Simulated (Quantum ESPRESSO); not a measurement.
# NaCl (Fm-3m): the optical phonon under strain

Aim: the phonon deformation potentials p and q of NaCl (Fm-3m), tested on a biaxially strained cell.

Calculated with Quantum ESPRESSO 7.5; DFT LDA, scalar-relativistic, plane waves, PseudoDojo norm-conserving pseudopotentials.

The database entry behind the starting cell differs from later determinations by our own check (an axis about 0.4 % short against later determinations), so it need not match the best structure at ambient conditions.

## Step 1: Set-up

It takes space group Fm-3m (No. 225, cubic). The conventional cell has a = 5.466 Å, b = 5.466 Å, c = 5.466 Å, α = 90.00°, β = 90.00°, γ = 90.00°. Na has 6 Cl at 2.73 Å nearest. Nearest to Cl lie 6 Na at 2.73 Å. Farther neighbours and most contacts between anions are not listed.

Structure file:

```cif
data_structure
_symmetry_space_group_name_H-M 'P 1'
_symmetry_Int_Tables_number 1
_cell_length_a 3.8649
_cell_length_b 3.8649
_cell_length_c 3.8649
_cell_angle_alpha 60.000
_cell_angle_beta 60.000
_cell_angle_gamma 60.000
_cell_volume 40.82
loop_
_atom_site_label
_atom_site_type_symbol
_atom_site_fract_x
_atom_site_fract_y
_atom_site_fract_z
_atom_site_occupancy
Na1 Na 0.00000 0.00000 0.00000 1
Cl2 Cl 0.50000 0.50000 0.50000 1
```

This is the cell after its relaxation at this level of theory, not the database cell from which that began.

## Step 2: Uniaxial strain

The relaxed cell is stretched along z alone. This keeps all atoms on sites fixed by symmetry and splits the threefold mode into a singlet, polarised along z, and a doublet. The macroscopic field is left out, so these are transverse modes. Cutoff 97 Ry, k mesh 8×8×8.

From the response at ε_zz = 0.01:

The program printed:

```text
[banners, grids, parts of the stress and lines that vanish by symmetry left out]
Program PHONON v.7.5
     Reading xml data from directory:

[...]
Exchange-correlation= PW
                           (   1   4   0   0   0   0   0)
[...]
kinetic-energy cut-off    =      97.0000  Ry
     charge density cut-off    =     388.0000  Ry
     convergence threshold     =      1.0E-18
[...]
Exchange-correlation= PW
                           (   1   4   0   0   0   0   0)
[...]
q = (   0.0000000   0.0000000   0.0000000 )
     17 Sym.Ops. (with q -> -q+G )
     G cutoff =  529.5409  (  35837 G-vectors)     FFT grid: ( 45, 45, 45)
     number of k points=    59
[...]
Mode symmetry, D_4h(4/mmm) point group:
[...]
Representation #   1 mode #   1
[...]
End of self-consistent calculation
     Convergence has been achieved
     Representation #   2 mode #   2
[...]
End of self-consistent calculation
     Convergence has been achieved
     Representation #   3 modes #   3   4
[...]
End of self-consistent calculation
     Convergence has been achieved
     Representation #   4 modes #   5   6
[...]
End of self-consistent calculation
     Convergence has been achieved
[...]
q = (    0.000000000   0.000000000   0.000000000 )
[...]
freq (    1) =       0.167648 [THz] =       5.592137 [cm-1]
     freq (    2) =       0.167648 [THz] =       5.592137 [cm-1]
     freq (    3) =       0.172706 [THz] =       5.760860 [cm-1]
     freq (    4) =       5.193942 [THz] =     173.251268 [cm-1]
     freq (    5) =       5.682104 [THz] =     189.534600 [cm-1]
     freq (    6) =       5.682104 [THz] =     189.534600 [cm-1]
[...]
Mode symmetry, D_4h(4/mmm) point group:
     freq (   1-   2) =          5.6  [cm-1]   --> E_u  X_5' M_5'  I
     freq (   3-   3) =          5.8  [cm-1]   --> A_2u X_4' M_4'  I
     freq (   4-   4) =        173.3  [cm-1]   --> A_2u X_4' M_4'  I
     freq (   5-   6) =        189.5  [cm-1]   --> E_u  X_5' M_5'  I

   JOB DONE.
```

```csv
ε_zz,singlet (cm⁻¹),doublet (cm⁻¹),σ_zz (GPa),σ_xx (GPa)
-0.01,204.42,187.45,-0.750,-0.132
-0.005,196.41,188.02,-0.362,-0.065
0,188.54,188.54,0.001,0.001
0.005,180.80,189.03,0.340,0.065
0.01,173.25,189.53,0.658,0.128
```

Stress is counted positive in tension.

## Step 3: The fit

To first order ω² − ω₀² = p ε_zz + q (ε_xx + ε_yy) for the mode along z, and likewise for x and y. With ε_zz alone the singlet gives p and the doublet q.

The linear terms of parabolas through ω² are p = -16.56 ω₀² and q = 1.10 ω₀², with ω₀ = 188.5 cm⁻¹. Those of the stresses are C11 = 70 GPa and C12 = 13 GPa. Under hydrostatic strain p and q imply γ = −(p + 2q)/(6 ω₀²) = 2.39.

A layer held to an in-plane strain ε and free along z takes ε_zz = −2 (C12/C11) ε = -0.370 ε. To first order the singlet then shifts by (q − p C12/C11) ε / ω₀ = 784 ε cm⁻¹. For ε = -0.006, ε_zz = 0.00222, the formulas for ω² predict 183.77 cm⁻¹ for the singlet and 197.31 cm⁻¹ for the doublet.

## Step 4: A biaxially strained cell

This run was no part of the fit.

The program printed:

```text
[banners, grids, parts of the stress and lines that vanish by symmetry left out]
[banner, memory and clock lines left out]
Program PHONON v.7.5

[...]
Exchange-correlation= PW
                           (   1   4   0   0   0   0   0)
[...]
kinetic-energy cut-off    =      97.0000  Ry
     charge density cut-off    =     388.0000  Ry
     convergence threshold     =      1.0E-18
[...]
Exchange-correlation= PW
                           (   1   4   0   0   0   0   0)
[...]
q = (   0.0000000   0.0000000   0.0000000 )
     17 Sym.Ops. (with q -> -q+G )
     G cutoff =  522.3009  (  35277 G-vectors)     FFT grid: ( 45, 45, 45)
     number of k points=    59
[...]
Mode symmetry, D_4h(4/mmm) point group:
[...]
Representation #   1 mode #   1
[...]
End of self-consistent calculation
     Convergence has been achieved
     Representation #   2 mode #   2
[...]
End of self-consistent calculation
     Convergence has been achieved
     Representation #   3 modes #   3   4
[...]
End of self-consistent calculation
     Convergence has been achieved
     Representation #   4 modes #   5   6
[...]
End of self-consistent calculation
     Convergence has been achieved
[...]
q = (    0.000000000   0.000000000   0.000000000 )
[...]
freq (    1) =       0.118573 [THz] =       3.955158 [cm-1]
     freq (    2) =       0.118573 [THz] =       3.955158 [cm-1]
     freq (    3) =       0.125623 [THz] =       4.190332 [cm-1]
     freq (    4) =       5.510080 [THz] =     183.796469 [cm-1]
     freq (    5) =       5.924045 [THz] =     197.604857 [cm-1]
     freq (    6) =       5.924045 [THz] =     197.604857 [cm-1]
[...]
Mode symmetry, D_4h(4/mmm) point group:
     freq (   1-   2) =          4.0  [cm-1]   --> E_u  X_5' M_5'  I
     freq (   3-   3) =          4.2  [cm-1]   --> A_2u X_4' M_4'  I
     freq (   4-   4) =        183.8  [cm-1]   --> A_2u X_4' M_4'  I
     freq (   5-   6) =        197.6  [cm-1]   --> E_u  X_5' M_5'  I
```

```csv
mode,predicted (cm⁻¹),run (cm⁻¹)
singlet,183.77,183.80
doublet,197.31,197.60
```

The stress along z is -0.001 GPa and that in the plane -0.491 GPa; the unstrained cell carries 0.001 GPa.

## Step 5: What came out

- p (in units of the squared frequency): -16.56
- q (same units): 1.097
- shift of the singlet per unit of biaxial strain: 784 cm⁻¹
- C11 and C12: 70 and 13 GPa

To first order, one per cent of tensile biaxial strain moves the singlet of NaCl (Fm-3m) by 7.8 cm⁻¹ and the doublet by -15.0 cm⁻¹; the formulas miss the test run by up to 0.29 cm⁻¹. In the rock-salt structure this mode is infrared active and has no first-order Raman line. The third potential, r, needs shear strain, which was not run. These are harmonic values at zero temperature.

[Host names and launcher messages were left out of these logs when they were recorded.]

[Logs are printed without paths, hosts, clocks, repeated set-up lines and the standing remarks that a program may print on its own settings, such as how far it seeks lower states.]

[Hosts, paths, dates, database ids (printed as entryN), source tags and the programs' standing remarks are cut or masked in the printed files.]
